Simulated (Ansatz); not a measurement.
An input for Ansatz 0.2.0 (BiB4P3 (ordered alloy, started on the zincblende lattice) (R3m)):

```yaml
crystal:
  lattice:
    - [1.6903238498, 0.9759089297, 11.1682389889]
    - [-1.6903238498, 0.9759089297, 11.1682389889]
    - [0.0, -1.9518178594, 11.1682389889]
  atoms:
    - { symbol: P, position: [0.005104622, 0.005104622, 0.005104622] }
    - { symbol: B, position: [0.6906660368, 0.6906660368, 0.6906660368] }
    - { symbol: P, position: [0.749458294, 0.749458294, 0.749458294] }
    - { symbol: B, position: [0.4347863248, 0.4347863248, 0.4347863248] }
    - { symbol: P, position: [0.4937829397, 0.4937829397, 0.4937829397] }
    - { symbol: B, position: [0.177911633, 0.177911633, 0.177911633] }
    - { symbol: Bi, position: [0.2500732985, 0.2500732985, 0.2500732985] }
    - { symbol: B, position: [0.9482168512, 0.9482168512, 0.9482168512] }
kpoints:
  mp_grid: { grid: [4, 4, 4] }
hamiltonian:
  xc: hse06
scf:
  occupations: { method: fermi_dirac, width: 0.03 }
  n_extra_bands: 6
output:
  eigenvalues: true
```

```sh
ansatz run input.yaml --threads 4 --pin off --max-ram 17510MiB --backend cpu --events-out ev --progress --plain --runs-dir out
```

Question: How long will it take on 4 threads of Arm Neoverse V1, shared host, and how much memory?

It took 25 s; on shared hardware allow 12 s to 49 s. Peak host memory was 2.0 GiB. The sizes that set the cost: 2179 plane waves a state, 13 irreducible k points and 28 SCF cycles.

Exact exchange couples every pair of k points and filled bands, so it costs far more than a semilocal run.

[Paths, hosts, dates, memory and timing lines, banners, echoed tables and standing remarks are left out of the program output.]

[Logs are printed without paths, hosts, clocks, repeated set-up lines and the standing remarks that a program may print on its own settings, such as how far it seeks lower states.]

[Runs of the session that timed out or met a known fault of the program may be left out.]

[Cells called generated may have been cut or substituted from an entry of the Crystallography Open Database or the Materials Project.]

[Hosts, paths, dates, database ids (printed as entryN), source tags and the programs' standing remarks are cut or masked in the printed files.]
